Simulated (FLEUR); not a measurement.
# Anisotropy of FePt (volume factor 1.08 on the database's cell) with FLEUR

Aim: the anisotropy of FePt (volume factor 1.08 on the database's cell) from single passes in the potential of one collinear state.

Calculated with FLEUR MaX-R8.1; PBE; all-electron FLAPW, Dirac cores, scalar-relativistic bands.

**1. The structure**

It takes space group P4/mmm (No. 123, tetragonal). The conventional cell has a = 2.794 Å, b = 2.794 Å, c = 3.817 Å, α = 90.00°, β = 90.00°, γ = 90.00°. Fe has 8 Pt at 2.75 Å and 4 Fe at 2.79 Å nearest. Nearest to Pt lie 8 Fe at 2.75 Å and 4 Pt at 2.79 Å. Farther neighbours are not listed.

Structure file:

```xyz
2
Lattice="2.7943 0.0000 0.0000 0.0000 2.7943 0.0000 0.0000 0.0000 3.8167" Properties=species:S:1:pos:R:3 pbc="T T T"
Fe    0.0000    0.0000    0.0000
Pt    1.3971    1.3971    1.9083
```

The cell is strained on purpose: volume factor 1.08 on the database's cell.

**2. The magnetic state**

The force theorems are single passes in this state's potential, so it has to be converged first.

No symmetry is used, so that later steps may turn the spins freely; k and −k are joined. inpgen writes inp.xml from crystal.txt; cutoffs, mixing, functional, smearing and local orbitals are then set in the file. The k list scf (kpts.xml, not shown) is a Γ-centred 10×10×10 mesh; where the ranks do not divide the number of points, some are split in two of half the weight.

File inp.xml:

```
<?xml version="1.0" encoding="UTF-8" standalone="no"?>
<fleurInput fleurInputVersion="0.39">
   <comment>
      FePt
   </comment>
   <calculationSetup>
      <cutoffs Kmax="3.6" Gmax="10.8" GmaxXC="10.8" numbands="0"/>
      <scfLoop itmax="110" minDistance="0.00002" maxIterBroyd="15" imix="Anderson" alpha="0.05" precondParam="0.0" spinf="2.0" sdNocoIR="T"/>
      <coreElectrons ctail="F" frcor="F" kcrel="0" coretail_lmax="0"/>
      <xcFunctional name="pbe" relativisticCorrections="F"/>
      <magnetism jspins="2" l_noco="F" l_ss="F">
         <qss>0.0 0.0 0.0</qss>
         <mtNocoParams l_mperp="F" l_mtNocoPot="F" l_relaxSQA="F" mag_mixing_scheme="0" mix_RelaxWeightOffD="1.0" l_constrained="F" mix_constr="1.0"/>
         <sourceFreeMag l_sourceFree="F" l_scaleMag="F" mag_scale="1.0"/>
      </magnetism>
      <soc l_soc="F" theta="0.0" phi="0.0" spav="F"/>
      <expertModes spex="0" secvar="F"/>
      <geometryOptimization l_f="F" forcealpha="1.0" forcemix="BFGS" epsdisp="0.00001" epsforce="0.00001"/>
      <ldaU l_linMix="F" mixParam="0.05" spinf="1.0"/>
   </calculationSetup>
   <cell>
      <bzIntegration valenceElectrons="32.0" mode="hist" fermiSmearingEnergy="0.00183747">
         <kPointListSelection listName="scf"/>
         <xi:include xmlns:xi="http://www.w3.org/2001/XInclude" href="kpts.xml"> </xi:include>
      </bzIntegration>
      <xi:include xmlns:xi="http://www.w3.org/2001/XInclude" href="sym.xml"> </xi:include>
      <bulkLattice scale="1.0">
         <bravaisMatrix>
            <row-1>    5.2804082118231923     0.0000000000000000     0.0000000000000000</row-1>
            <row-2>    0.0000000000000000     5.2804082118231923     0.0000000000000000</row-2>
            <row-3>    0.0000000000000000     0.0000000000000000     7.2124540348876822</row-3>
         </bravaisMatrix>
      </bulkLattice>
   </cell>
   <atomSpecies>
      <species name="Iron (Fe) 2.800" element="Fe" atomicNumber="26">
         <mtSphere radius="2.53" gridPoints="837" logIncrement="0.015"/>
         <atomicCutoffs lmax="10" lnonsphr="8"/>
         <electronConfig flipSpins="F">
            <coreConfig>(1s1/2) (2s1/2) (2p1/2) (2p3/2)</coreConfig>
            <valenceConfig>(3s1/2) (3p1/2) (3p3/2) (4s1/2) (3d3/2) (3d5/2)</valenceConfig>
            <stateOccupation state="(3d3/2)" spinUp="1.4" spinDown="1.0"/>
            <stateOccupation state="(3d5/2)" spinUp="3.0" spinDown="0.6"/>
         </electronConfig>
         <energyParameters s="4" p="4" d="3" f="4"/>
         <lo type="SCLO" l="0" n="3" eDeriv="0"/>
         <lo type="SCLO" l="1" n="3" eDeriv="0"/>
      </species>
      <species name="Platinum (Pt)" element="Pt" atomicNumber="78">
         <mtSphere radius="2.53" gridPoints="837" logIncrement="0.016"/>
         <atomicCutoffs lmax="10" lnonsphr="8"/>
         <electronConfig flipSpins="F">
            <coreConfig>(1s1/2) (2s1/2) (2p1/2) (2p3/2) (3s1/2) (3p1/2) (3p3/2) (4s1/2) (3d3/2) (3d5/2) (4p1/2) (4p3/2) (5s1/2) (4d3/2) (4d5/2) (4f5/2) (4f7/2)</coreConfig>
            <valenceConfig>(5p1/2) (5p3/2) (6s1/2) (5d3/2) (5d5/2)</valenceConfig>
            <stateOccupation state="(6s1/2)" spinUp="0.500000" spinDown="0.500000"/>
            <stateOccupation state="(5d3/2)" spinUp="1.800000" spinDown="1.800000"/>
            <stateOccupation state="(5d5/2)" spinUp="2.700000" spinDown="2.700000"/>
         </electronConfig>
         <energyParameters s="6" p="6" d="5" f="5"/>
         <lo type="SCLO" l="1" n="5" eDeriv="0"/>
      </species>
   </atomSpecies>
   <atomGroups>
      <atomGroup species="Iron (Fe) 2.800">
         <relPos label="                   1">.0000000000 .0000000000 .0000000000</relPos>
         <force calculate="T" relaxXYZ="TTT"/>
         <nocoParams  alpha="0.0" beta="0.0"/>
      </atomGroup>
      <atomGroup species="Platinum (Pt)">
         <relPos label="                   2">1.000/2.000 1.000/2.000 1.000/2.000</relPos>
         <force calculate="T" relaxXYZ="TTT"/>
         <nocoParams  alpha="0.0" beta="0.0"/>
      </atomGroup>
   </atomGroups>
   <output dos="F" band="F" slice="F">
      <bandDOS minEnergy="-.5*Htr" maxEnergy="0.5*Htr" sigma="0.015" storeEVData="T"/>
      <plotting iplot="0" polar="F">
         <plot TwoD="T" vec1="  1.0  0.0  0.0" vec2="  0.0  1.0  0.0" vec3="  0.0  0.0  1.0" zero="  0.0  0.0  0.0" file="plot"/>
      </plotting>
      <moessbauerParams electricFieldGradient="F" isomerShift="F" coreHyperfine="F" valenceHyperfine="F"/>
   </output>
</fleurInput>
```

File crystal.txt:

```
FePt
&input film=F cartesian=F /
2.79427169000  0.00000000000  0.00000000000
0.00000000000  2.79427169000  0.00000000000
0.00000000000  0.00000000000  3.81666631000
1.8897261246
1.0 1.0 1.0

2
26 0.00000000000  0.00000000000  0.00000000000 : 2.800
78 0.50000000000  0.50000000000  0.50000000000

&kpt div1=10 div2=10 div3=10 gamma=T /
```

On the command line:

```sh
OMP_NUM_THREADS=1 inpgen -f crystal.txt -nosym -noco > inpgen.log  # inp.xml is then edited as shown
OMP_NUM_THREADS=1 mpirun -n 4 fleur_MPI > fleur.log
```

Output:

```text
Welcome to FLEUR        (www.flapw.de)
      MaX-Release 8.1          (www.max-centre.eu)

 ========== k-point set info ==========
 Selected k-point list: scf
 k-point list type: mesh
 0 x 0 x 0
 Number of k points: 504

 ------------Calculation Setup---------------------------
 Number of MPI-tasks      :            4
 Number of PE/node        :            4
 Number of OMP-threads    :            1
 k-points in parallel     :            4
 pe's per k-point         :            1
 No of k-point loops      :          126
 Eigenvalue solver        :       lapack
 Number of basis functions:          188
 Approximate size of matrices (H+S) per k-point:         0.001 GB
 --------------------------------------------------------
 Complex matrix made real
 Complex matrix made real
 Iteration:     1   Distance:      37.89350217 me/bohr^3
 Iteration:     2   Distance:      14.01815268 me/bohr^3
 Iteration:     3   Distance:      11.93898240 me/bohr^3
 Iteration:     4   Distance:       9.81222170 me/bohr^3
 Iteration:     5   Distance:       9.19915493 me/bohr^3
 Iteration:     6   Distance:      10.63261411 me/bohr^3
 Iteration:     7   Distance:       3.19665444 me/bohr^3
 Iteration:     8   Distance:       3.11145968 me/bohr^3
 Iteration:     9   Distance:       1.02720897 me/bohr^3
 Iteration:    10   Distance:       1.16998593 me/bohr^3
 Iteration:    11   Distance:       0.17849110 me/bohr^3
 Iteration:    12   Distance:       0.23676639 me/bohr^3
 Iteration:    13   Distance:       0.05325415 me/bohr^3
 Iteration:    14   Distance:       0.05109924 me/bohr^3
 Iteration:    15   Distance:       0.01108700 me/bohr^3
 Iteration:    16   Distance:       0.00933281 me/bohr^3
 Iteration:    17   Distance:       0.00711398 me/bohr^3
 Iteration:    18   Distance:       0.00138677 me/bohr^3
 Iteration:    19   Distance:       0.00049796 me/bohr^3
 Iteration:    20   Distance:       0.00040224 me/bohr^3
 Iteration:    21   Distance:       0.00018614 me/bohr^3
 Iteration:    22   Distance:       0.00009738 me/bohr^3
 Iteration:    23   Distance:       0.00002734 me/bohr^3
 Iteration:    24   Distance:       0.00002179 me/bohr^3
 Iteration:    25   Distance:       0.00000329 me/bohr^3

 ********************************************************************
 Run finished successfully
 Stop message:
   all done
 ********************************************************************

--- out.xml (last complete iteration) ---
<iteration numberForCurrentRun="   25" overallNumber="   25">
         [... left out ...]
         <bandgap value="-0.0000000002" units="eV"/>
         <sumValenceSingleParticleEnergies value="-19.9783059570" units="Htr"/>
         <FermiEnergy value="0.3682490597" units="Htr"/>
         <valenceDensity>
            <mtCharges spin="1">
               <mtCharge atomType="1" total="9.1449071" s="1.2279451" p="3.2297699" d="4.6554458" f="0.0233309"/>
               <mtCharge atomType="2" total="7.5057847" s="0.2628949" p="3.1689851" d="4.0455763" f="0.0217106"/>
            </mtCharges>
            <mtCharges spin="2">
               <mtCharge atomType="1" total="6.0350404" s="1.2181566" p="3.2392064" d="1.5476253" f="0.0221994"/>
               <mtCharge atomType="2" total="7.1106318" s="0.2815460" p="3.2111455" d="3.5944595" f="0.0183349"/>
            </mtCharges>
            <spinDependentCharge spin="1" total="17.7155872" interstitial="1.0648954" mtSpheres="16.6506918"/>
            <spinDependentCharge spin="2" total="14.2844128" interstitial="1.1387406" mtSpheres="13.1456722"/>
            <totalCharge value="32.0000000000"/>
         </valenceDensity>
         [... left out ...]
         <allElectronCharges>
            <spinDependentCharge spin="1" total="53.7155872" interstitial="1.0653626" mtSpheres="52.6502246"/>
            <spinDependentCharge spin="2" total="50.2844128" interstitial="1.1392106" mtSpheres="49.1452022"/>
            <totalCharge value="104.0000000090"/>
         </allElectronCharges>
         <magneticMomentsInMTSpheres units="muBohr">
            <globalMagMoment atomType="1" vec="0.00000   0.00000   3.10987"/>
            <localMagMoment atomType="1" vec="0.00000   0.00000   3.10987"/>
            <globalMagMoment atomType="2" vec="0.00000   0.00000   0.39516"/>
            <localMagMoment atomType="2" vec="0.00000   0.00000   0.39516"/>
         </magneticMomentsInMTSpheres>
         <moessbauerParams unitsHFF="kG" unitsIS="e/bohr^3" unitsEFG="Htr/bohr^2">
         </moessbauerParams>
         <totalEnergy value="   -19719.5478270373" units="Htr">
            <sumOfEigenvalues value="   -12066.9378376222">
               <coreElectrons value="-12046.9595316652"/>
               <valenceElectrons value="-19.9783059570"/>
            </sumOfEigenvalues>
            <densityCoulombPotentialIntegral value="-33927.4162603195"/>
            <densityEffectivePotentialIntegral value="-34467.6175090411"/>
            <chargeDenXCDenIntegral value="-413.2400592144"/>
            <FockExchangeEnergyValence value="0.0000000000"/>
            <FockExchangeEnergyCore value="0.0000000000"/>
            <atomTypeDependentContributions atomType="1">
               <electronNucleiInteractionDifferentMTs value="1521.2213202272"/>
               <MadelungTerm value="-9.2896050963"/>
            </atomTypeDependentContributions>
            <atomTypeDependentContributions atomType="2">
               <electronNucleiInteractionDifferentMTs value="23177.0506250896"/>
               <MadelungTerm value="-35.7177586690"/>
            </atomTypeDependentContributions>
            <tkbTimesEntropy value="0.0003492272"/>
            <freeEnergy value="-19719.5481762645"/>
            <extrapolationTo0K value="-19719.5480016509"/>
         </totalEnergy>
         <densityConvergence units="me/bohr^3">
            <chargeDensity spin="1" distance="0.0000014958"/>
            <chargeDensity spin="2" distance="0.0000023220"/>
            <overallChargeDensity distance="0.0000021037"/>
            <spinDensity distance="0.0000032913"/>
         </densityConvergence>
      </iteration>
```

Elapsed: 4.6 min, on 4 MPI ranks of Intel Xeon Platinum 8488C (Sapphire Rapids), shared host; peak memory 0.7 GiB.

Numbers from this step:

```
free energy    : -536596.2420 eV
magnetization  : 3.431 μB
final state    : ferromagnetic
largest moment : 3.110 μB
```

After 25 cycles the largest moment stands at 3.11 μB.

**3. Energy against the direction of the moments, rung 1**

Anisotropy is a small difference, so it is taken from sums over occupied states at a frozen potential, where most errors cancel.

One pass with spin–orbit coupling for each direction, from the saved density. Inversion lets half of the mesh serve, which the program's warning doesn't know. The k list mae (kpts.xml, not shown) is a Γ-centred 14×14×10 mesh.

Edit inp.xml of step 2 so:

```diff
@@ -6,4 +6,4 @@
    <calculationSetup>
-      <cutoffs Kmax="3.6" Gmax="10.8" GmaxXC="10.8" numbands="0"/>
-      <scfLoop itmax="110" minDistance="0.00002" maxIterBroyd="15" imix="Anderson" alpha="0.05" precondParam="0.0" spinf="2.0" sdNocoIR="T"/>
+      <cutoffs Kmax="3.6" Gmax="10.8" GmaxXC="10.8" numbands="72"/>
+      <scfLoop itmax="1" minDistance="0.00002" maxIterBroyd="15" imix="Anderson" alpha="0.05" precondParam="0.0" spinf="2.0" sdNocoIR="T"/>
       <coreElectrons ctail="F" frcor="F" kcrel="0" coretail_lmax="0"/>
@@ -15,3 +15,3 @@
       </magnetism>
-      <soc l_soc="F" theta="0.0" phi="0.0" spav="F"/>
+      <soc l_soc="T" theta="0.0" phi="0.0" spav="F"/>
       <expertModes spex="0" secvar="F"/>
@@ -22,3 +22,3 @@
       <bzIntegration valenceElectrons="32.0" mode="hist" fermiSmearingEnergy="0.00183747">
-         <kPointListSelection listName="scf"/>
+         <kPointListSelection listName="mae"/>
          <xi:include xmlns:xi="http://www.w3.org/2001/XInclude" href="kpts.xml"> </xi:include>
@@ -81,2 +81,5 @@
    </output>
+   <forceTheorem>
+      <MAE theta="0.0 1.5707963 1.5707963 0.7853982" phi="0.0 0.0 0.7853982 0.0"/>
+   </forceTheorem>
 </fleurInput>
```

On the command line:

```sh
OMP_NUM_THREADS=1 mpirun -n 4 fleur_MPI -warn_only > fleur.log
```

Output:

```text
[banner, memory and clock lines left out]
Welcome to FLEUR        (www.flapw.de)
      MaX-Release 8.1          (www.max-centre.eu)
************FLEUR-Warning*****************
Error message: k-point set is not compatible to missing time-reversal symmetry in calculation.
Error occurred in subroutine: gen_bz
Error from PE:0/4
Other PEs with error messages:
     3-k-point set is not compatible to missing time-reversal symmetry in calculation.
*****************************************

 ========== k-point set info ==========
 Selected k-point list: mae
 k-point list type: mesh
 0 x 0 x 0
 Number of k points: 984

 [... set-up left out ...]
 ********************************************************************
 Run finished successfully
 Stop message:
   Forcetheorem MAE
 ********************************************************************

--- out.xml (force theorem) ---
<Forcetheorem_MAE Angles="4" units="Htr">
            <Angle theta="0.0000000" phi="0.0000000" ev-sum="-20.022127015"/>
            <Angle theta="1.5707963" phi="0.0000000" ev-sum="-20.022055361"/>
            <Angle theta="1.5707963" phi="0.7853982" ev-sum="-20.022054949"/>
            <Angle theta="0.7853982" phi="0.0000000" ev-sum="-20.022091620"/>
         </Forcetheorem_MAE>
```

Wall time 95 s (4 MPI ranks); peak memory 1.1 GiB.

Anisotropy energies, by row:

```csv
axis,x,y,z,band energy less the first axis' (meV a cell)
[001],0,0,1,0
[100],1,0,0,1.95
[110],0.7071,0.7071,0,1.961
45 degrees from [001] toward [100],0.7071,0,0.7071,0.9631
```

Indices are those of the standard conventional cell; x, y, z give the same directions in the axes of the input.

**4. Anisotropy by the force theorem, rung 2**

A second rung shows how far the first can be trusted.

The k list mae (kpts.xml, not shown) is a Γ-centred 20×20×15 mesh.

inp.xml is that of step 3.

Output:

```text
[banner, memory and clock lines left out]
Welcome to FLEUR        (www.flapw.de)
      MaX-Release 8.1          (www.max-centre.eu)
************FLEUR-Warning*****************
Error message: k-point set is not compatible to missing time-reversal symmetry in calculation.
Error occurred in subroutine: gen_bz
Error from PE:0/4
Other PEs with error messages:
     1-k-point set is not compatible to missing time-reversal symmetry in calculation.
     2-k-point set is not compatible to missing time-reversal symmetry in calculation.
[...]
*****************************************
 [... set-up left out ...]
 ********************************************************************
 Run finished successfully
 Stop message:
   Forcetheorem MAE
 ********************************************************************

--- out.xml (force theorem) ---
<Forcetheorem_MAE Angles="4" units="Htr">
            <Angle theta="0.0000000" phi="0.0000000" ev-sum="-20.022161754"/>
            <Angle theta="1.5707963" phi="0.0000000" ev-sum="-20.022088027"/>
            <Angle theta="1.5707963" phi="0.7853982" ev-sum="-20.022089497"/>
            <Angle theta="0.7853982" phi="0.0000000" ev-sum="-20.022125881"/>
         </Forcetheorem_MAE>
```

Run time: 4.6 min. Hardware: 4 MPI ranks; peak memory 2.9 GiB; 18 min of CPU time.

Anisotropy energies, by row:

```csv
axis,x,y,z,band energy less the first axis' (meV a cell)
[001],0,0,1,0
[100],1,0,0,2.006
[110],0.7071,0.7071,0,1.966
45 degrees from [001] toward [100],0.7071,0,0.7071,0.9762
```

[end of part 1 of 2]

[Logs and program files are shortened in this print: banners, set-up blocks, solver, clock and traceback lines can be left out without a mark of their own.]

[Logs are printed without paths, hosts, clocks, repeated set-up lines and the standing remarks that a program may print on its own settings, such as how far it seeks lower states.]

[Hosts, paths, dates, database ids (printed as entryN), source tags and the programs' standing remarks are cut or masked in the printed files.]

[Where a cell is said to come from a database of computed structures, the database is the Materials Project.]
